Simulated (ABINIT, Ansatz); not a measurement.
# K2H6Pt (Fm-3m): G0W0 on several meshes in ABINIT, part 2 of 2

How does the mesh move the gap of K2H6Pt (Fm-3m)?

ABINIT 10.8.3; LDA and many-body steps on it, plane waves. Known limits of the many-body steps: not at the basis limit; no spin polarisation; d states lean on the start; no spin-orbit coupling; coarse k mesh.

So far. Step 4 (2×2×2): The gap on the mesh goes from 3.72 eV to 6.07 eV, a correction of +2.35 eV. Step 5 (Empty states on the mesh, 4×4×4 mesh, 119 bands): On this mesh the gap is 3.719 eV.

### Step 7. 4×4×4

This step: G0W0 on LDA, plane waves, norm-conserving pseudopotentials.

File run.abi:

```
acell 3*1.0 Angstrom
rprim 
  0.000000000000 4.060020550000 4.060020550000
  4.060020550000 0.000000000000 4.060020550000
  4.060020550000 4.060020550000 0.000000000000
ntypat 3
znucl 19 1 78
natom 9
typat 1 1 2 2 2 2 2 2 3
xred 
  0.750000000000 0.750000000000 0.750000000000
  0.250000000000 0.250000000000 0.250000000000
  0.797862200000 0.797862200000 0.202137800000
  0.202137800000 0.797862200000 0.202137800000
  0.797862200000 0.202137800000 0.202137800000
  0.202137800000 0.202137800000 0.797862200000
  0.797862200000 0.202137800000 0.797862200000
  0.202137800000 0.797862200000 0.797862200000
  0.000000000000 0.000000000000 0.000000000000
pp_dirpath "pseudos"
pseudos "K.upf, H.upf, Pt.upf"
ecut 34
ngkpt 4 4 4
nshiftk 1
shiftk 0 0 0
kptopt 1
chksymbreak 0
istwfk *1
occopt 1
irdwfk 1
optdriver 4
nband 109
gwcalctyp 0
ecutsigx 34
symsigma 1
nkptgw 3
kptgw 
  0.5000000000 0.0000000000 0.0000000000
  0.5000000000 0.5000000000 0.0000000000
  0.0000000000 0.0000000000 0.0000000000
bdgw 
  20 23
  20 23
  19 24
ecuteps 4.2
irdscr 1
ppmodel 1
indata_prefix "in"
outdata_prefix "out"
tmpdata_prefix "tmp"
```

On the command line:

```console
> OMP_NUM_THREADS=1 mpirun -n 4 abinit run.abi > log
```

Numbers of over 12 decimals in the logs are rounded to 6 here.

Log:

```text
.Version 10.8.3 of ABINIT. v10.8.2 released Aug 2026.

 Symmetries : space group Fm -3 m (#225); Bravais cF (face-center cubic)
[... echo of the input left out ...]
== DATASET  1 ==================================================================
-   mpi_nproc: 4, omp_nthreads: 1 (-1 if OMP is not activated)

--- !DatasetInfo
iteration_state: {dtset: 1, }
dimensions: {natom: 9, nkpt: 8, mband: 109, nsppol: 1, nspinor: 1, nspden: 1, mpw: 8609, }
cutoff_energies: {ecut:  34.0, pawecutdg:  -1.0, }
electrons: {nelect:   4.20000000E+01, charge:   0.00000000E+00, occopt:   1.00000000E+00, tsmear:   1.00000000E-02, }

 SIGMA: Calculation of the GW corrections

 Based on a program developped by R.W. Godby, V. Olevano, G. Onida, and L. Reining.
 Incorporated in ABINIT by V. Olevano, G.-M. Rignanese, and M. Torrent.
.Using double precision arithmetic ; gwpc =  8

[... cell and pseudopotentials left out ...]
--------------------------------------------------------------------------------

 ==== K-mesh for the wavefunctions ====
 Number of points in the irreducible wedge :     8
[... list of points left out ...]
 Together with 48 symmetry operations and time-reversal symmetry
 yields    64 points in the full Brillouin Zone.

 ==== Q-mesh for screening function ====
 Number of points in the irreducible wedge :     8
[... list of points left out ...]
 Together with 48 symmetry operations and time-reversal symmetry
 yields    64 points in the full Brillouin Zone.

 vcoul_init : cutoff-mode = AUXILIARY_FUNCTION
 q-points for optical limit:   1
     1)      0.000010    0.000020    0.000030
 setmesh: FFT mesh size selected  =    60x   60x   60
          total number of points  =       216000

 Number of electrons calculated from density =   42.0000; Expected =   42.0000
[...]
number of plane-waves for wavefunctions          8609
 number of bands                                   109
 number of q-points in IBZ                           8
 number of frequencies                               2
 number of real frequencies                          1
 number of imag frequencies                          1

 matrix elements of self-energy operator (all in [eV])

 Perturbative Calculation

--- !SelfEnergy_ee
iteration_state: {dtset: 1, }
kpoint     : [   0.500,    0.000,    0.000, ]
spin       : 1
KS_gap     :    5.469
QP_gap     :    8.293
Delta_QP_KS:    2.824
data: !SigmaeeData |
     Band     E0 <VxcDFT>   SigX SigC(E0)      Z dSigC/dE  Sig(E)    E-E0       E
       20   0.204 -11.650 -15.011   1.885   0.819  -0.222 -12.858  -1.209  -1.005
       21   0.204 -11.650 -15.011   1.885   0.819  -0.222 -12.858  -1.209  -1.005
       22   5.673 -11.941  -7.606  -2.412   0.840  -0.191 -10.325   1.615   7.288
[...]
--- !SelfEnergy_ee
iteration_state: {dtset: 1, }
kpoint     : [   0.500,    0.500,    0.000, ]
spin       : 1
KS_gap     :    3.838
QP_gap     :    6.371
Delta_QP_KS:    2.532
data: !SigmaeeData |
     Band     E0 <VxcDFT>   SigX SigC(E0)      Z dSigC/dE  Sig(E)    E-E0       E
[...]
--- !SelfEnergy_ee
iteration_state: {dtset: 1, }
kpoint     : [   0.000,    0.000,    0.000, ]
spin       : 1
KS_gap     :    5.219
QP_gap     :    7.578
Delta_QP_KS:    2.360
data: !SigmaeeData |
     Band     E0 <VxcDFT>   SigX SigC(E0)      Z dSigC/dE  Sig(E)    E-E0       E
[...]
23   6.121 -12.611  -7.841  -2.528   0.838  -0.193 -10.731   1.880   8.001
       24   6.121 -12.611  -7.841  -2.528   0.838  -0.193 -10.731   1.880   8.001

== END DATASET(S) ==============================================================
================================================================================

 -outvars: echo values of variables after computation  --------
           etotal      0.0000000000E+00
            nband         109
             nkpt           8
          spgroup         225
 [... the other variables as echoed above ...]

 Calculation completed.
```

The job ended after 33 s (4 MPI ranks of Arm Neoverse V1, shared host; peak memory 1.9 GiB; 2.2 min of CPU time).

This step gave:

| Item | Value |
| --- | --- |
| G0W0 gap on the points computed | 6.194 eV |
| starting gap on the mesh | 3.719 eV |
| k of the valence top | 0.5, 0, 0 |
| k of the conduction bottom | 0.5, 0.5, 0 |
| Z at the valence top | 0.819 |
| Z at the conduction bottom | 0.848 |
| least direct G0W0 gap on the computed points | 6.37 eV |

Against G0W0 in ABINIT (2×2×2 mesh, 109 bands, screening to 114.3 eV, Godby-Needs plasmon pole), the gap moves by +0.128 eV.

### Step 8. The runs together

Times are wall times on 4 MPI ranks of Arm Neoverse V1, shared host, good to a factor of about two. A run's time includes the screening step that it read.

```tsv
run	mesh	bands	screening cutoff (eV)	DFT gap (eV)	gap on the mesh (eV)	direct (eV)	ε∞ used	time
2×2×2	2×2×2	109	114.3	3.719	6.066	6.234	3.00	34 s
4×4×4	4×4×4	109	114.3	3.719	6.194	6.370	2.73	2.9 min
```

### Step 9. Results

| Item | Value |
| --- | --- |
| 2×2×2 | 6.066 eV |
| 4×4×4 | 6.194 eV |
| known limits | not at the basis limit; no spin polarisation; d states lean on the start; no spin-orbit coupling; coarse k mesh |

What this shows: 4×4×4: +0.128 eV against 2×2×2. Bands and cutoff are finite, so the gap is not at the basis limit. The miss can reach some tenths of an eV and take either sign; the mesh is an error of its own. The 2×2×2 mesh is coarse for this cell, which bears on the long-range parts of exchange and screening. The runs have no spin polarisation. For a closed low-spin shell that is the natural state; where a d or f shell is open it is a constraint, and the gap is then not the crystal's own. With d states at the gap, one-shot GW leans hard on its start. The many-body steps are scalar-relativistic: spin-orbit coupling is not in them.

[Paths, hosts, dates, memory and timing lines, banners, echoed tables and standing remarks are left out of the program output.]

[Logs are printed without paths, hosts, clocks, repeated set-up lines and the standing remarks that a program may print on its own settings, such as how far it seeks lower states.]

[Runs of the session that timed out or met a known fault of the program may be left out.]

[Hosts, paths, dates, database ids (printed as entryN), source tags and the programs' standing remarks are cut or masked in the printed files.]

[G0W0 gaps are taken among the corrected bands and points alone; a level outside them can change the order at an edge.]

[Where Ansatz stands beside ABINIT at settings called matched, ABINIT's density can come from a denser mesh and the files from another edition; pairs whose starting gaps differed by over 0.03 eV were left out, so agreement reads better than it is.]
